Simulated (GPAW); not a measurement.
# A GW chain in GPAW: CaZrN2 (R-3m)

Aim: the G0W0 gap of CaZrN2 (R-3m) on LDA, step by step.

Calculated with GPAW 26.7.0; LDA and many-body steps on it, plane waves.

**1. The structure**

It takes space group R-3m (No. 166, trigonal). The conventional cell has a = 3.314 Å, b = 3.314 Å, c = 16.820 Å, α = 90.00°, β = 90.00°, γ = 120.00°. Nearest to Ca lie 6 N at 2.50 Å. Nearest to Zr lie 6 N at 2.26 Å. Nearest to N lie 3 Zr at 2.26 Å and 3 Ca at 2.50 Å. Farther neighbours and most contacts between anions are not listed.

Coordinates:

```cif
data_structure
_symmetry_space_group_name_H-M 'P 1'
_symmetry_Int_Tables_number 1
_cell_length_a 5.9242
_cell_length_b 5.9242
_cell_length_c 5.9242
_cell_angle_alpha 32.486
_cell_angle_beta 32.486
_cell_angle_gamma 32.486
_cell_volume 53.33
loop_
_atom_site_label
_atom_site_type_symbol
_atom_site_fract_x
_atom_site_fract_y
_atom_site_fract_z
_atom_site_occupancy
Ca1 Ca 0.00000 0.00000 0.00000 1
Zr2 Zr 0.50000 0.50000 0.50000 1
N3 N 0.23812 0.23812 0.23812 1
N4 N 0.76188 0.76188 0.76188 1
```

The cell and positions are those that the Materials Project relaxed with its own functionals (PBE, PBE+U or r2SCAN), kept fixed.

**2. Ground state**

This step: GPAW 26.7.0; DFT, LDA, plane waves, PAW.

The ground-state density comes first.

File run.py:

```python
import json
import numpy as np
from gpaw.mpi import world
from ase import Atoms
from gpaw import GPAW, PW, FermiDirac

atoms = Atoms(['Ca', 'Zr', 'N', 'N'],
    cell=[[1.6570904640, 0.9567216255, 5.6066931729],
      [-1.6570904640, 0.9567216255, 5.6066931729],
      [0.0000000000, -1.9134432509, 5.6066931729]],
    scaled_positions=[[0.0000000000, 0.0000000000, 0.0000000000],
      [0.5000000000, 0.5000000000, 0.5000000000],
      [0.2381224000, 0.2381224000, 0.2381224000],
      [0.7618776000, 0.7618776000, 0.7618776000]],
    pbc=(True, True, True))
calc = GPAW(mode=PW(600),
    xc='LDA',
    kpts={'size': (8, 8, 8), 'gamma': True},
    occupations=FermiDirac(0.001),
    nbands=-8,
    convergence={'density': 1e-6, 'bands': -3},
    maxiter=100,
    txt='gs.txt')
atoms.calc = calc
res = {'energy': atoms.get_potential_energy()}
kpts = calc.get_ibz_k_points()
res['kpts'] = kpts
res['eigenvalues'] = [calc.get_eigenvalues(kpt=k) for k in range(len(kpts))]
res['n_electrons'] = calc.get_number_of_electrons()
calc.write('gs.gpw')

if world.rank == 0:
    with open('result.json', 'w') as f:
        json.dump(res, f, default=lambda x: x.tolist())
```

Launch:

```console
$ mpirun -n 4 gpaw python run.py
```

Numbers of over 12 decimals in the logs are rounded to 6 here.

The program printed:

```text
__  _  _
 | _ |_)|_||  |
 |__||  | ||/\| - 26.7.0

Input parameters:
  mode=PW(ecut=600.0),
  convergence={'density': 1e-06, 'bands': -3},
  kpts=MonkhorstPack(size=(8, 8, 8), gamma=True),
  maxiter=100,
  nbands=-8,
  occupations=Occupations(name='fermi-dirac', width=0.001, fixmagmom=False),
  xc=XC(name='LDA')
  [... matrices ...]
Diagonalizing LCAO Hamiltonian
Converting LCAO to pw mode

       N

       Zr

       N

       Ca

Atoms  # Å, Bohr magnetons
|   | symbol |         x |        y |         z |    initial magnetic moments |
| 0 |     Ca |  0.000000 | 0.000000 |  0.000000 | ( 0.0000,  0.0000,  0.0000) |
| 1 |     Zr |  0.000000 | 0.000000 |  8.410040 | ( 0.0000,  0.0000,  0.0000) |
| 2 |      N |  0.000000 | 0.000000 |  4.005238 | ( 0.0000,  0.0000,  0.0000) |
| 3 |      N | -0.000000 | 0.000000 | 12.814842 | ( 0.0000,  0.0000,  0.0000) |

Unit cell  # Å
| periodic |         x |         y |        z |  lengths |    angles |
|      yes |  1.657090 |  0.956722 | 5.606693 | 5.924211 | 32.486388 |
|      yes | -1.657090 |  0.956722 | 5.606693 | 5.924211 | 32.486388 |
|      yes |  0.000000 | -1.913443 | 5.606693 | 5.924211 | 32.486388 |

Number of symmetries: 12
Symmetry operations  # r_c * U_cc + t_c -> r_c
|    | kind |            matrix            |
|  0 |  E   |  1, 0, 0,  0, 1, 0,  0, 0, 1 |
|  1 |  σ   |  1, 0, 0,  0, 0, 1,  0, 1, 0 |
|  2 |  σ   |  0, 1, 0,  1, 0, 0,  0, 0, 1 |
|  3 |  C3  |  0, 1, 0,  0, 0, 1,  1, 0, 0 |
|  4 |  C3  |  0, 0, 1,  1, 0, 0,  0, 1, 0 |
|  5 |  σ   |  0, 0, 1,  0, 1, 0,  1, 0, 0 |
|  6 |  C2  |  0, 0,-1,  0,-1, 0, -1, 0, 0 |
|  7 |  S6  |  0, 0,-1, -1, 0, 0,  0,-1, 0 |
|  8 |  S6  |  0,-1, 0,  0, 0,-1, -1, 0, 0 |
|  9 |  C2  |  0,-1, 0, -1, 0, 0,  0, 0,-1 |
| 10 |  C2  | -1, 0, 0,  0, 0,-1,  0,-1, 0 |
| 11 |  i   | -1, 0, 0,  0,-1, 0,  0, 0,-1 |

BZ-sampling:
  Number of BZ points: 512
  Number of IBZ points: 65

  Monkhorst-Pack size: [8, 8, 8]
  Monkhorst-Pack shift: [0.0625, 0.0625, 0.0625]

K-points  # in reciprocal-cell coordinates
|     |                                coordinates |     weight |
|   0 | (  0.00000000,   0.00000000,   0.00000000) | 0.00195312 |
|   1 | (  0.12500000,   0.00000000,  -0.12500000) | 0.01171875 |
|   2 | (  0.12500000,   0.00000000,   0.00000000) | 0.01171875 |
|   3 | (  0.12500000,   0.12500000,  -0.12500000) | 0.01171875 |
|   4 | (  0.12500000,   0.12500000,   0.00000000) | 0.01171875 |
|   5 | (  0.12500000,   0.12500000,   0.12500000) | 0.00390625 |
|   6 | (  0.25000000,  -0.12500000,  -0.12500000) | 0.01171875 |
|   7 | (  0.25000000,   0.00000000,  -0.25000000) | 0.01171875 |
|   8 | (  0.25000000,   0.00000000,  -0.12500000) | 0.02343750 |
|   9 | (  0.25000000,   0.00000000,   0.00000000) | 0.01171875 |
| ... |                                            |            |
|  64 | (  0.50000000,   0.50000000,   0.50000000) | 0.00195312 |

Plane wave coefficients: 1822
Cutoff: 600.0 eV

Spin-components: 1 (collinear spins)
Bands:           24
Projectors:      21
Spin-degeneracy: 2
Datatype:        complex128

  Storage: CPU
  Wave functions: 44_304_000 bytes (11_076_000 per core)
  Projectors: 53_534_000 bytes (13_383_500 per core)
  [... matrices ...]
Parallelization:
  kpt:    4
  domain: 1
  band:   1

Density:
  Valence electrons: 32.0
  Components: 1
  Grid points: [35 35 35]
  Charge: 0.0  # |e|

Potential:
  Grid points: [35 35 35]

species:
  Ca:
    name:    Calcium
    Z:       20.0
    valence: 10
    core:    10
    charge:  0.0  # [|e|]
    compensation charges:
      type: gauss
      rc: 0.37  # [Å]
      lmax: 2
    cutoffs:
      filter: 2.10  # [Å]
      core: 1.17  # [Å]
    projectors
    | kind |    occ | energy [eV] | rcut [Å] |
    |   3s |  2.000 |     -46.826 |    1.175 |
    |   4s |  2.000 |      -3.864 |    1.175 |
    |   3p |  6.000 |     -27.986 |    1.154 |
    |    p |        |      -0.774 |    1.154 |
    |    d |        |       0.000 |    0.937 |

    Using partial waves for Ca as LCAO basis

  Zr:
    name:    Zirconium
    Z:       40.0
    valence: 12
    core:    28
    charge:  0.0  # [|e|]
    compensation charges:
      type: gauss
      rc: 0.40  # [Å]
      lmax: 2
    cutoffs:
      filter: 2.39  # [Å]
      core: 1.59  # [Å]
    projectors
    | kind |    occ | energy [eV] | rcut [Å] |
    |   4s |  2.000 |     -54.491 |    1.323 |
    |   5s |  2.000 |      -4.587 |    1.323 |
    |   4p |  6.000 |     -32.510 |    1.334 |
    |   5p |  0.000 |      -1.548 |    1.334 |
    |   4d |  2.000 |      -3.736 |    1.244 |
    |    d |        |      23.475 |    1.244 |

    Using partial waves for Zr as LCAO basis

  N:
    name:    Nitrogen
    Z:       7.0
    valence: 5
    core:    2
    charge:  0.0  # [|e|]
    compensation charges:
      type: gauss
      rc: 0.18  # [Å]
      lmax: 2
    cutoffs:
      filter: 1.11  # [Å]
      core: 0.96  # [Å]
    projectors
    | kind |    occ | energy [eV] | rcut [Å] |
    |   2s |  2.000 |     -18.420 |    0.603 |
    |   2p |  3.000 |      -7.237 |    0.529 |
    |    s |        |       8.791 |    0.603 |
    |    p |        |      19.974 |    0.529 |
    |    d |        |       0.000 |    0.577 |

    Using partial waves for N as LCAO basis

Reference energy: -119194.724437  # eV

eigensolver:
  PPCG
  Converge bands: -3
  niter=2

density mixing:
  MSR1-Mixer
  Pratt-step length: 0.05
  Maximum mixing coefficient: 0.75
  Old densities: 10
  SVD Regularization: 0.005
  Good broyden scale: 1.0
  Trust region scale: 1.0
  Backstep threshold: 4.0
  History deletion threshold: 6.0
  Fourier metric: weight=20.0, sigma=0.015

occupation numbers:
  Fermi-Dirac:
    width: 0.0010  # eV

poisson solver:
  ecut: 4800.0  # eV

xc functional:
  name: None

Initialization done in: 4.626 s

convergence criteria:
- Maximum integral of absolute [dens]ity change: 1e-06 electrons / valence electron
- Maximum [total energy] change in last 3 cyles: 0.0005 eV / valence electron
- Maximum integral of absolute [eigenst]ate change: 4e-08 eV^2 / valence electron
maximum number of iterations: 100

SCF iterations
|iter     |     time |      energy | eigst |  dens |
|iter:   1|  |  -39.461888 | +1.03 |       |
|iter:   2|  |  -38.196850 | -0.02 | -0.83 |
|iter:   3|  |  -35.535645 | +0.07 | -0.90 |
|iter:   4|  |  -35.496173 | -1.16 | -1.50 |
|iter:   5|  |  -35.488544 | -1.86 | -1.70 |
|iter:   6|  |  -35.482038c| -2.46 | -2.13 |
|iter:   7|  |  -35.481912c| -3.26 | -3.00 |
|iter:   8|  |  -35.481905c| -3.88 | -3.38 |
|iter:   9|  |  -35.481905c| -4.35 | -4.05 |
|iter:  10|  |  -35.481905c| -4.77 | -4.88 |
|iter:  11|  |  -35.481905c| -5.10 | -5.61 |
|iter:  12|  |  -35.481905c| -5.42 | -6.21c|
|iter:  13|  |  -35.481905c| -5.72 | -7.09c|
|iter:  14|  |  -35.481905c| -5.74 | -7.81c|
|iter:  15|  |  -35.481905c| -6.08 | -8.22c|
|iter:  16|  |  -35.481905c| -6.14 | -8.51c|
|iter:  17|  |  -35.481905c| -6.53 | -9.19c|
|iter:  18|  |  -35.481905c| -6.73 | -9.03c|
|iter:  19|  |  -35.481905c| -6.95 | -9.35c|
|iter:  20|  |  -35.481905c| -7.12 | -9.19c|
|iter:  21|  |  -35.481905c| -7.22 | -9.66c|
|iter:  22|  |  -35.481905c| -7.41c| -9.34c|

Converged in 22 steps
SCF loop duration: 66.651 s (3.030 s/step)
Energy contributions relative to reference atoms: (reference = -119194.724437)
  [... matrices ...]
Energy contributions:
  Kinetic:          18.113829
  Coulomb:         -18.197774
  Zero:             -0.470364
  External:          0.000000
  Xc:              -34.927596
  Entropy:          -0.000000
  Spinorbit:         0.000000
  ----------------------------
  Free energy:     -35.481905
  Extrapolated:    -35.481905

dipole moment: (0.000000, -0.000000, -55.580062)  # |e|*Ang

Fermi level: 8.088
Eigenvalues  # (at kpt = [0.000, 0.000, 0.000])
| band index |      eig [eV] | occ [0-2] |
|          0 |       -39.938 |     2.000 |
|        ... |               |           |
|          8 |        -5.315 |     2.000 |
|          9 |        -3.327 |     2.000 |
|         10 |         3.439 |     2.000 |
|         11 |         5.099 |     2.000 |
|         12 |         5.099 |     2.000 |
|         13 |         7.760 |     2.000 |
|         14 |         8.024 |     2.000 |
|         15 |         8.024 |     2.000 |
|         16 |        10.573 |     0.000 |
|         17 |        10.573 |     0.000 |
|         18 |        10.889 |     0.000 |
|         19 |        12.461 |     0.000 |
|         20 |        13.088 |     0.000 |
|         21 |        13.088 |     0.000 |
|         22 |        14.007 |     0.000 |
|         23 |        14.411 |     0.000 |

Gap: 0.396 eV
Transition (v -> c):
  (s=0, k=0, n=15, [0.00, 0.00, 0.00]) -> (s=0, k=60, n=16, [0.50, 0.50, 0.00])
Direct/indirect transitions are different
Direct gap: 1.027 eV
Transition at: (s=0, k=60, n=15, [0.50, 0.50, 0.00])
# Writing to gs.gpw (mode='')
  [... matrices ...]
```

The job ended after 73 s (4 MPI ranks of Arm Neoverse V1, shared host; peak memory 1 GiB; 4.9 min of CPU time).

This step gave:

```
total energy               : -35.48 eV
gap                        : 0.3956 eV
k of the valence top       : 0, 0, 0
k of the conduction bottom : 0.5, 0.5, 0
least direct gap           : 1.027 eV
```

The gap is indirect, with the least direct gap 0.63 eV higher.

**3. Empty states on the mesh, 4×4×4 mesh, 255 bands**

The sums over transitions need many empty states on a uniform mesh; this step solves for them.

File run.py:

```python
import json
import numpy as np
from gpaw.mpi import world
from gpaw import GPAW

calc = GPAW('gs.gpw').fixed_density(kpts={'size': (4, 4, 4), 'gamma': True},
    parallel={'domain': 1, 'band': 1},
    txt='nscf.txt')
calc.diagonalize_full_hamiltonian(nbands=255)
calc.write('full.gpw', mode='all')
res = {}
kpts = calc.get_ibz_k_points()
res['kpts'] = kpts
res['eigenvalues'] = [calc.get_eigenvalues(kpt=k) for k in range(len(kpts))]
res['n_electrons'] = calc.get_number_of_electrons()

if world.rank == 0:
    with open('result.json', 'w') as f:
        json.dump(res, f, default=lambda x: x.tolist())
```

Launch:

```console
$ mpirun -n 4 gpaw python run.py
```

The program printed:

```text
Diagonalizing LCAO Hamiltonian
Converting LCAO to pw mode
convergence criteria:
- Maximum integral of absolute [eigenst]ate change: 4e-08 eV^2 / valence electron
maximum number of iterations: 100

SCF iterations
|iter     |     time |      energy | eigst |  dens |
|iter:   1|  |             | +1.14 |       |
|iter:   2|  |             | +0.31 |       |
|iter:   3|  |             | -0.38 |       |
[...]
|iter:  47|  |             | -7.09 |       |
|iter:  48|  |             | -7.31 |       |
|iter:  49|  |             | -7.62c|       |
SCF steps: 49
  __  _  _
 | _ |_)|_||  |
 |__||  | ||/\| - 26.7.0

Input parameters:
  mode=PW(ecut=600.0),
  convergence={'density': 1e-06, 'bands': -3},
  gpts=array([35, 35, 35]),
  kpts=MonkhorstPack(size=(4, 4, 4), gamma=True),
  maxiter=100,
  nbands=24,
  occupations=Occupations(name='fermi-dirac', width=0.001, fixmagmom=False),
  parallel={'domain': 1, 'band': 1},
  xc=XC(name='LDA')
Matrix size: 1781x1781
# Writing to full.gpw (mode='all')
  [... matrices ...]

timing:  # [seconds]
  Total: 32.202  # ━━━━━━━━━━━━━━━━━━━━━━━━━━━━━━━━━━━━━━━━━━━━━━━━━━━━━━━━━━
```

Run time: 64 s. Hardware: 4 MPI ranks; peak memory 1.9 GiB; 4.2 min of CPU time.

This step gave:

```
gap                                                           : 0.3956 eV
k of the valence top                                          : 0, 0, 0
k of the conduction bottom                                    : 0.5, 0.5, 0
least direct gap                                              : 1.027 eV
k points computed                                             : 13
lowest point of the top converged band, above the valence top : 142.0140 eV
```

On this mesh the gap is 0.396 eV.

**4. Screening and self-energy, 4×4×4 mesh, 113 bands, screening to 96 eV**

Now the one-shot GW correction: screening in the RPA, then the self-energy of the levels asked for.

This step: G0W0 on LDA, plane waves, PAW.

File run.py:

```python
import json
import numpy as np
from gpaw.mpi import world
from gpaw.response.g0w0 import G0W0

gw = G0W0('full.gpw',
    filename='gw',
    kpts=[0, 10],
    bands=(14, 18),
    ecut=96,
    nbands=113,
    integrate_gamma='WS',
    ppa=True)
gw.calculate()
res = {mode: {k: v for k, v in r.items() if k != 'sigma_eskwn'}
       for mode, r in gw.all_results.items()}

if world.rank == 0:
    with open('result.json', 'w') as f:
        json.dump(res, f, default=lambda x: x.tolist())
```

Launch:

```console
$ mpirun -n 4 gpaw python run.py
```

The program printed:

```text
Using integrator: PointIntegrator
FrequencyGridDescriptor(from 0.000+0.000j to 0.000+27.211j eV, 2 points)
Nonperiodic BCs:  [False False False]
Using integrator: PointIntegrator
FrequencyGridDescriptor(from 0.000+0.000j to 0.000+27.211j eV, 2 points)
Nonperiodic BCs:  [False False False]
  ___  _ _ _
 |   || | | |
 | | || | | |
 |__ ||_____|
 |___|

BZ k-points: Symmetries present (total): 12

  [... matrices ...]
64 k-points: 4 x 4 x 4 Monkhorst-Pack grid + [1/8,1/8,1/8]
13 k-points in the irreducible part of the Brillouin zone
       k-points in crystal coordinates                weights
   0:     0.00000000    0.00000000    0.00000000          1/64
   1:     0.25000000    0.00000000   -0.25000000          6/64
   2:     0.25000000    0.00000000    0.00000000          6/64
   3:     0.25000000    0.25000000   -0.25000000          6/64
   4:     0.25000000    0.25000000    0.00000000          6/64
   5:     0.25000000    0.25000000    0.25000000          2/64
   6:     0.50000000    0.00000000    0.00000000          3/64
   7:     0.50000000    0.25000000   -0.25000000          6/64
   8:     0.50000000    0.25000000    0.00000000         12/64
   9:     0.50000000    0.25000000    0.25000000          6/64
          ...
  12:     0.50000000    0.50000000    0.50000000          1/64

Distributing spins, k-points and bands (1 x 2 x 4) over 4 processes
Number of blocks: 1

Quasi particle states:
k-points (IBZ indices): [0, 10]
Band range: (14, 18)
  [... matrices ...]
Computational parameters:
Plane wave cut-off: 96 eV
Number of bands: 113
Coulomb cutoff: None
Broadening: 0.1 eV

fxc modes: GW
Kernel: RPA
Using Godby-Needs plasmon-pole approximation:
  Fitting energy: i*E0, E0 = 1.000 Hartree
Summing all q:

Calculating screened Coulomb potential
No Coulomb truncation
FrequencyGridDescriptor(from 0.000+0.000j to 0.000+27.211j eV, 2 points)
Removing empty qpoint cache files...

Calculating chi0 body with:
    Ground state adapter containing:
    Number of spins: 1
    Number of kpoints: 64
    Number of irreducible kpoints: 13
    Number of completely occupied states: 16
    Number of partially occupied states: 16
    Occupied states memory: 10.467529296875 M / cpu

    Linear response parametrization:
    q_c: [0.0, 0.0, 0.0]
    Number of frequency points: 2
    Planewave cutoff: 96.0
    Number of bands: 113
    Number of planewaves: 111
    Broadening (eta): 1e-06
    comm.size: 4
    kncomm.size: 4
    blockcomm.size: 1

    Memory estimate of potentially large arrays:
        chi0_wGG: 0.376007 M / cpu
Integrating chi0 body.

Symmetries of q_c:
    Direct symmetries (Uq -> q): 12
    Indirect symmetries (TUq -> q): 0
In total 12 allowed symmetries.

  [... matrices ...]
13 groups of equivalent kpoints. 79.6875% reduction.

Integral kind: response function
Integrating chi0 head and wings.

Symmetries of q_c:
    Direct symmetries (Uq -> q): 12
    Indirect symmetries (TUq -> q): 0
In total 12 allowed symmetries.

  [... matrices ...]
13 groups of equivalent kpoints. 79.6875% reduction.

Integral kind: response function wings

Calculating chi0 body with:
    Ground state adapter containing:
    Number of spins: 1
    Number of kpoints: 64
    Number of irreducible kpoints: 13
    Number of completely occupied states: 16
    Number of partially occupied states: 16
    Occupied states memory: 10.467529296875 M / cpu

[... the further q-points ...]

Results:
f:      Occupation numbers
eps:     KS-eigenvalues [eV]
vxc:     KS vxc [eV]
exx:     Exact exchange [eV]
sigma:   Self-energies [eV]
dsigma:  Self-energy derivatives
Z:       Renormalization factors
qp:      QP-energies [eV]

k-point 0 (0): (0.000, 0.000, 0.000)                GW
band       f     eps     vxc     exx   sigma  dsigma       Z      qp
                                                                   GW
  14   1.000   8.024 -17.881 -20.679   3.024  -0.289   0.776   8.200
  15   1.000   8.024 -17.881 -20.679   3.024  -0.289   0.776   8.200
  16   0.000  10.573 -16.639 -10.264  -4.650  -0.241   0.806  11.963
  17   0.000  10.573 -16.639 -10.264  -4.650  -0.241   0.806  11.963

k-point 1 (10): (0.500, 0.500, 0.000)                GW
band       f     eps     vxc     exx   sigma  dsigma       Z      qp
                                                                   GW
  14   1.000   7.357 -17.533 -20.461   3.044  -0.291   0.775   7.447
  15   1.000   7.393 -17.712 -20.852   3.227  -0.290   0.775   7.460
  16   0.000   8.420 -13.886  -8.937  -3.726  -0.229   0.814   9.415
  17   0.000  12.900 -18.919 -11.687  -5.208  -0.270   0.787  14.494
```

It took 3 min on 4 MPI ranks; peak memory 2.1 GiB.

This step gave:

```yaml
g0w0_gap_on_the_points_computed: 1.215 eV
least_direct_g0w0_gap_on_the_computed_points: 1.955 eV
z_at_the_valence_top: 0.7756
z_at_the_conduction_bottom: 0.8135
starting_gap_on_the_mesh: 0.3956 eV
k_of_the_valence_top: 0, 0, 0
k_of_the_conduction_bottom: 0.5, 0.5, 0
```

The gap on the mesh goes from 0.40 eV to 1.22 eV, a correction of +0.82 eV.

Limits: finite bands, cutoff and mesh; no spin-orbit coupling; coarse k mesh. v1 is the top filled band, c1 the lowest empty one. Levels before and after the correction, in eV, zero at the valence-band top of each column:

```csv
,conduction bottom,valence top
Kohn-Sham,0.40,0.00
G0W0,1.22,0.00
```

```csv
,level,energy (eV)
Kohn-Sham,Γ v2-v1,0.000
Kohn-Sham,Γ c1-c2,2.548
Kohn-Sham,(0.5 0.5 0) v2,-0.668
Kohn-Sham,(0.5 0.5 0) v1,-0.632
Kohn-Sham,(0.5 0.5 0) c1,0.396
Kohn-Sham,(0.5 0.5 0) c2,4.875
G0W0,Γ v2-v1,0.000
G0W0,Γ c1-c2,3.764
G0W0,(0.5 0.5 0) v2,-0.753
G0W0,(0.5 0.5 0) v1,-0.739
G0W0,(0.5 0.5 0) c1,1.215
G0W0,(0.5 0.5 0) c2,6.294
```

**5. Where the time went**

Times are wall times on 4 MPI ranks of Arm Neoverse V1, shared host, good to a factor of about two.

```csv
step,time,share,memory (GiB)
ground state,73 s,23 %,1
empty states on the mesh,64 s,20 %,1.9
screening and self-energy,3 min,57 %,2.1
```

**6. Outcome**

| Item | Value |
| --- | --- |
| LDA gap | 0.40 eV, indirect |
| G0W0 gap on the mesh | 1.22 eV |
| GW settings | 4×4×4 mesh, 113 bands, screening to 96 eV, Godby-Needs plasmon pole |
| known limits | not at the basis limit; no spin-orbit coupling; coarse k mesh |

G0W0 moves the gap on the mesh from 0.40 eV to 1.22 eV (+0.82 eV), with Z of 0.78 and 0.81 at the edges. Only 2 of the mesh's irreducible points were corrected, so a valley elsewhere could overtake. The dearest step here is «screening and self-energy». Bands and cutoff are finite, so the gap is not at the basis limit. The miss can reach some tenths of an eV and take either sign; the mesh is an error of its own. These stock PAW sets were not made for GW. In the G0W0 run levels were corrected at 2 k points alone, so a gap called «on the mesh» is the least over those, and an edge elsewhere would be missed. The 4×4×4 mesh is coarse for this cell, which bears on the long-range parts of exchange and screening. The many-body steps are scalar-relativistic: spin-orbit coupling is not in them.

[Paths, hosts, dates, memory and timing lines, banners, echoed tables and standing remarks are left out of the program output.]

[Logs are printed without paths, hosts, clocks, repeated set-up lines and the standing remarks that a program may print on its own settings, such as how far it seeks lower states.]

[Runs of the session that timed out or met a known fault of the program may be left out.]

[Hosts, paths, dates, database ids (printed as entryN), source tags and the programs' standing remarks are cut or masked in the printed files.]
